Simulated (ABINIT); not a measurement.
# A GW chain in ABINIT: LiBH4 (F-43m)

Wanted: ground state, empty states, screening and self-energy for LiBH4 (F-43m).

Method: PBEsol and many-body steps on it, plane waves, in ABINIT 10.8.3.

Report form: the programs' logs are mostly left out.

## (1) Starting point

It takes space group F-43m (No. 216, cubic). Conventional cell: a = 5.711 Å, b = 5.711 Å, c = 5.711 Å, α = 90.00°, β = 90.00°, γ = 90.00°. Li has 12 H at 2.37 Å nearest. Nearest to B lie 4 H at 1.22 Å. Nearest to H lie 1 B at 1.22 Å. Farther neighbours are not listed.

The cell and positions are those that the Materials Project relaxed with its own functionals (PBE, PBE+U or r2SCAN), kept fixed.

## (2) Ground state

This step: ABINIT 10.8.3; DFT, PBEsol, plane waves, norm-conserving pseudopotentials.

The ground-state density comes first.

Input file run.abi:

```
acell 3*1.0 Angstrom
rprim 
  0.000000000000 2.855319000000 2.855319000000
  2.855319000000 0.000000000000 2.855319000000
  2.855319000000 2.855319000000 0.000000000000
ntypat 3
znucl 3 5 1
natom 6
typat 1 2 3 3 3 3
xred 
  0.000000000000 0.000000000000 0.000000000000
  0.500000000000 0.500000000000 0.500000000000
  0.376786667500 0.376786667500 0.376786667500
  0.869639997500 0.376786667500 0.376786667500
  0.376786667500 0.376786667500 0.869639997500
  0.376786667500 0.869639997500 0.376786667500
pp_dirpath "pseudos"
pseudos "Li.upf, B.upf, H.upf"
ecut 34
ngkpt 6 6 6
nshiftk 1
shiftk 0 0 0
kptopt 1
chksymbreak 0
nband 12
occopt 1
tolvrs 1e-10
nstep 60
prtwf 0
optforces 0
optstress 0
indata_prefix "in"
outdata_prefix "out"
tmpdata_prefix "tmp"
```

Command:

```
OMP_NUM_THREADS=1 mpirun -n 4 abinit run.abi > log
```

Run time: 8.5 s. Hardware: 4 MPI ranks of Intel Xeon 6975P-C (Granite Rapids), shared host; peak memory 0.35 GiB; 33 s of CPU time.

This step gave:

```
total energy               : -338.7438 eV
gap                        : 5.992 eV
k of the valence top       : 0, 0, 0
k of the conduction bottom : 0.5, 0, 0
least direct gap           : 6.297 eV
```

The gap is indirect, with the least direct gap 0.31 eV higher.

## (3) Bands along the symmetry lines

The cheap functional maps the bands first; the places of the edges decide which points the dearer methods must see.

Input file run.abi:

```
acell 3*1.0 Angstrom
rprim 
  0.000000000000 2.855319000000 2.855319000000
  2.855319000000 0.000000000000 2.855319000000
  2.855319000000 2.855319000000 0.000000000000
ntypat 3
znucl 3 5 1
natom 6
typat 1 2 3 3 3 3
xred 
  0.000000000000 0.000000000000 0.000000000000
  0.500000000000 0.500000000000 0.500000000000
  0.376786667500 0.376786667500 0.376786667500
  0.869639997500 0.376786667500 0.376786667500
  0.376786667500 0.376786667500 0.869639997500
  0.376786667500 0.869639997500 0.376786667500
pp_dirpath "pseudos"
pseudos "Li.upf, B.upf, H.upf"
ecut 34
iscf -2
irdden 1
kptopt 0
nkpt 50
kpt 
  0.00000000 0.00000000 0.00000000
  -0.06250000 -0.06250000 0.00000000
  -0.12500000 -0.12500000 0.00000000
  -0.18750000 -0.18750000 0.00000000
  -0.25000000 -0.25000000 0.00000000
  -0.31250000 -0.31250000 0.00000000
  -0.37500000 -0.37500000 0.00000000
  -0.43750000 -0.43750000 0.00000000
  -0.50000000 -0.50000000 0.00000000
  -0.48437500 -0.48437500 0.03125000
  -0.46875000 -0.46875000 0.06250000
  -0.45312500 -0.45312500 0.09375000
  -0.43750000 -0.43750000 0.12500000
  -0.42187500 -0.42187500 0.15625000
  -0.40625000 -0.40625000 0.18750000
  -0.39062500 -0.39062500 0.21875000
  -0.37500000 -0.37500000 0.25000000
  -0.37500000 0.00000000 0.37500000
  -0.32812500 0.00000000 0.32812500
  -0.28125000 0.00000000 0.28125000
  -0.23437500 0.00000000 0.23437500
  -0.18750000 0.00000000 0.18750000
  -0.14062500 0.00000000 0.14062500
  -0.09375000 0.00000000 0.09375000
  -0.04687500 0.00000000 0.04687500
  0.00000000 0.00000000 0.00000000
  0.00000000 0.00000000 0.06250000
  0.00000000 0.00000000 0.12500000
  0.00000000 0.00000000 0.18750000
  0.00000000 0.00000000 0.25000000
  0.00000000 0.00000000 0.31250000
  0.00000000 0.00000000 0.37500000
  0.00000000 0.00000000 0.43750000
  -0.00000000 0.00000000 0.50000000
  -0.06250000 -0.03125000 0.46875000
  -0.12500000 -0.06250000 0.43750000
  -0.18750000 -0.09375000 0.40625000
  -0.25000000 -0.12500000 0.37500000
  -0.31250000 -0.15625000 0.34375000
  -0.37500000 -0.18750000 0.31250000
  -0.43750000 -0.21875000 0.28125000
  -0.50000000 -0.25000000 0.25000000
  -0.50000000 -0.28125000 0.21875000
  -0.50000000 -0.31250000 0.18750000
  -0.50000000 -0.34375000 0.15625000
  -0.50000000 -0.37500000 0.12500000
  -0.50000000 -0.40625000 0.09375000
  -0.50000000 -0.43750000 0.06250000
  -0.50000000 -0.46875000 0.03125000
  -0.50000000 -0.50000000 0.00000000
istwfk *1
nband 12
nbdbuf 2
tolwfr 1e-08
nstep 40
prtwf 0
prtvol 0
indata_prefix "in"
outdata_prefix "out"
tmpdata_prefix "tmp"
```

Elapsed: 8.1 s, on 4 MPI ranks; peak memory 0.31 GiB.

Numbers from this step:

| Property | Result |
| --- | --- |
| gap | 5.992 eV |
| k of the valence top | 0, 0, 0 |
| k of the conduction bottom | 0, 0, 0.5 |
| least direct gap | 6.297 eV |

The gap is 5.992 eV, as in the run before at this level.

The electronic bands at the labelled points (eV, zero at the top of the highest filled band; v1 is the highest filled band, c1 the lowest empty one):

| point | v4 | v3 | v2 | v1 | c1 | c2 | c3 | c4 |
| --- | --- | --- | --- | --- | --- | --- | --- | --- |
| Γ | -7.80 | 0.00 | 0.00 | 0.00 | 7.22 | 8.80 | 8.80 | 8.80 |
| halfway | -7.11 | -1.56 | -0.52 | -0.52 | 6.85 | 8.25 | 9.19 | 9.72 |
| X | -5.84 | -3.55 | -0.97 | -0.97 | 6.06 | 6.95 | 11.12 | 11.37 |
| halfway | -5.85 | -3.50 | -1.13 | -0.91 | 6.33 | 7.20 | 10.54 | 11.04 |
| U | -5.92 | -3.36 | -1.37 | -0.76 | 6.68 | 7.99 | 9.85 | 10.32 |
| jump to K | -5.92 | -3.36 | -1.37 | -0.76 | 6.68 | 7.99 | 9.85 | 10.32 |
| halfway | -7.06 | -1.83 | -0.73 | -0.15 | 7.44 | 7.68 | 9.19 | 9.46 |
| Γ | -7.80 | 0.00 | 0.00 | 0.00 | 7.22 | 8.80 | 8.80 | 8.80 |
| halfway | -7.30 | -1.55 | -0.16 | -0.16 | 6.77 | 8.86 | 8.86 | 9.04 |
| L | -6.53 | -3.12 | -0.30 | -0.30 | 5.99 | 8.35 | 8.35 | 10.87 |
| halfway | -6.24 | -3.12 | -1.07 | -0.57 | 6.97 | 7.90 | 9.16 | 10.08 |
| W | -5.85 | -3.38 | -1.37 | -0.99 | 7.74 | 8.11 | 8.97 | 9.32 |
| halfway | -5.84 | -3.47 | -1.17 | -0.98 | 6.68 | 7.36 | 10.15 | 10.47 |
| X | -5.84 | -3.55 | -0.97 | -0.97 | 6.06 | 6.95 | 11.12 | 11.37 |

## (4) Empty states on the mesh, 4×4×4 mesh, 44 bands

The sums over transitions need many empty states on a uniform mesh; this step solves for them.

Input file run.abi:

```
acell 3*1.0 Angstrom
rprim 
  0.000000000000 2.855319000000 2.855319000000
  2.855319000000 0.000000000000 2.855319000000
  2.855319000000 2.855319000000 0.000000000000
ntypat 3
znucl 3 5 1
natom 6
typat 1 2 3 3 3 3
xred 
  0.000000000000 0.000000000000 0.000000000000
  0.500000000000 0.500000000000 0.500000000000
  0.376786667500 0.376786667500 0.376786667500
  0.869639997500 0.376786667500 0.376786667500
  0.376786667500 0.376786667500 0.869639997500
  0.376786667500 0.869639997500 0.376786667500
pp_dirpath "pseudos"
pseudos "Li.upf, B.upf, H.upf"
ecut 34
ngkpt 4 4 4
nshiftk 1
shiftk 0 0 0
kptopt 1
chksymbreak 0
iscf -2
irdden 1
istwfk *1
nband 44
nbdbuf 4
tolwfr 1e-09
nstep 60
prtvol 0
indata_prefix "in"
outdata_prefix "out"
tmpdata_prefix "tmp"
```

The job ended after 7.1 s (4 MPI ranks; peak memory 0.3 GiB; 28 s of CPU time).

This step gave:

```
gap                                                           : 5.992 eV
k of the valence top                                          : 0, 0, 0
k of the conduction bottom                                    : 0.5, 0, 0
least direct gap                                              : 6.297 eV
k points computed                                             : 8
lowest point of the top converged band, above the valence top : 42.99 eV
```

On this mesh the gap is 5.992 eV.

## (5) Screening, 4×4×4 mesh, 40 bands, screening to 108.8 eV

The RPA dielectric matrix is built and inverted for each q.

This step: RPA screening on PBEsol, plane waves, norm-conserving pseudopotentials.

Edit run.abi of step 4 so:

```diff
@@ -24,10 +24,11 @@
 chksymbreak 0
-iscf -2
-irdden 1
 istwfk *1
-nband 44
-nbdbuf 4
-tolwfr 1e-09
-nstep 60
-prtvol 0
+occopt 1
+irdwfk 1
+optdriver 3
+nband 40
+ecuteps 4
+inclvkb 2
+awtr 1
+symchi 1
 indata_prefix "in"
```

Run time: 5.9 s. Hardware: 4 MPI ranks; peak memory 0.5 GiB.

This step gave:

| Property | Result |
| --- | --- |
| ε∞ with local fields, on this mesh, along the program's q direction | 2.898 |
| the same without local fields | 3.266 |
| plasma frequency | 17.21 eV |
| plane waves in the screening matrix | 113 |

Local fields lower ε∞ by 11 %. On a Γ-centred mesh this coarse the value itself is usually too large, while a short band sum pulls it down.

## (6) Self-energy, 4×4×4 mesh, 40 bands, screening to 108.8 eV

The self-energy is evaluated for the states that the input lists, and the levels follow from it, in one-shot runs by the linearised quasiparticle equation.

This step: G0W0 on PBEsol, plane waves, norm-conserving pseudopotentials.

Edit run.abi of step 5 so:

```diff
@@ -27,8 +27,17 @@
 irdwfk 1
-optdriver 3
+optdriver 4
 nband 40
+gwcalctyp 0
+ecutsigx 34
+symsigma 1
+nkptgw 2
+kptgw 
+  0.0000000000 0.0000000000 0.0000000000
+  0.5000000000 0.0000000000 0.0000000000
+bdgw 
+  3 9
+  4 8
 ecuteps 4
-inclvkb 2
-awtr 1
-symchi 1
+irdscr 1
+ppmodel 1
 indata_prefix "in"
```

It took 4.3 s on 4 MPI ranks; peak memory 0.63 GiB.

Numbers from this step:

- G0W0 gap on the points computed: 8.386 eV
- starting gap on the mesh: 5.992 eV
- k of the valence top: 0, 0, 0
- k of the conduction bottom: 0.5, 0, 0
- Z at the valence top: 0.8
- Z at the conduction bottom: 0.839
- least direct G0W0 gap on the computed points: 8.727 eV

The gap on the mesh goes from 5.99 eV to 8.39 eV, a correction of +2.39 eV.

Limits: finite bands, cutoff and mesh; coarse k mesh. v1 is the top filled band, c1 the lowest empty one. The levels before and after the correction (eV, zero at the valence-band top of each column):

|  | conduction bottom | valence top |
| --- | --- | --- |
| Kohn-Sham | 5.99 | 0.00 |
| G0W0 | 8.39 | 0.00 |

|  | level | energy (eV) |
| --- | --- | --- |
| Kohn-Sham | Γ v3-v1 | 0.000 |
| Kohn-Sham | Γ c1 | 7.219 |
| Kohn-Sham | Γ c2-c4 | 8.803 |
| Kohn-Sham | (0.5 0 0) v2-v1 | -0.305 |
| Kohn-Sham | (0.5 0 0) c1 | 5.992 |
| Kohn-Sham | (0.5 0 0) c2-c3 | 8.349 |
| G0W0 | Γ v3-v1 | 0.000 |
| G0W0 | Γ c1 | 9.794 |
| G0W0 | Γ c2-c4 | 11.461 |
| G0W0 | (0.5 0 0) v2-v1 | -0.341 |
| G0W0 | (0.5 0 0) c1 | 8.386 |
| G0W0 | (0.5 0 0) c2-c3 | 10.902 |

## (7) Where the time went

Times are wall times on 4 MPI ranks of Intel Xeon 6975P-C (Granite Rapids), shared host, good to a factor of about two.

| step | time | share | memory (GiB) |
| --- | --- | --- | --- |
| ground state | 8.5 s | 25 % | 0.35 |
| bands along the symmetry lines | 8.1 s | 24 % | 0.31 |
| empty states on the mesh | 7.1 s | 21 % | 0.3 |
| screening | 5.9 s | 17 % | 0.5 |
| self-energy | 4.3 s | 13 % | 0.63 |

## (8) Outcome

```yaml
pbesol_gap: 5.99 eV, indirect
g0w0_gap_on_the_mesh: 8.39 eV
gw_settings: 4×4×4 mesh, 40 bands, screening to 108.8 eV, Godby-Needs plasmon pole
known_limits: not at the basis limit; coarse k mesh
```

**Reading.** G0W0 moves the gap on the mesh from 5.99 eV to 8.39 eV (+2.39 eV), with Z of 0.80 and 0.84 at the edges. Local fields lower the RPA ε∞ on this mesh from 3.27 to 2.90; a Γ-centred mesh this coarse tends to raise both, most where the direct gap is narrow, while a short band sum lowers them. Only 2 of the mesh's irreducible points were corrected, so a valley elsewhere could overtake. Bands and cutoff are finite, so the gap is not at the basis limit. The miss can reach some tenths of an eV and take either sign; the mesh is an error of its own. In the G0W0 run levels were corrected at 2 k points alone, so a gap called «on the mesh» is the least over those, and an edge elsewhere would be missed. The 4×4×4 mesh is coarse for this cell, which bears on the long-range parts of exchange and screening.

[Paths, hosts, dates, memory and timing lines, banners, echoed tables and standing remarks are left out of the program output.]

[Logs are printed without paths, hosts, clocks, repeated set-up lines and the standing remarks that a program may print on its own settings, such as how far it seeks lower states.]

[Runs of the session that timed out or met a known fault of the program may be left out.]

[Hosts, paths, dates, database ids (printed as entryN), source tags and the programs' standing remarks are cut or masked in the printed files.]

[G0W0 gaps are taken among the corrected bands and points alone; a level outside them can change the order at an edge.]

[Where Ansatz stands beside ABINIT at settings called matched, ABINIT's density can come from a denser mesh and the files from another edition; pairs whose starting gaps differed by over 0.03 eV were left out, so agreement reads better than it is.]
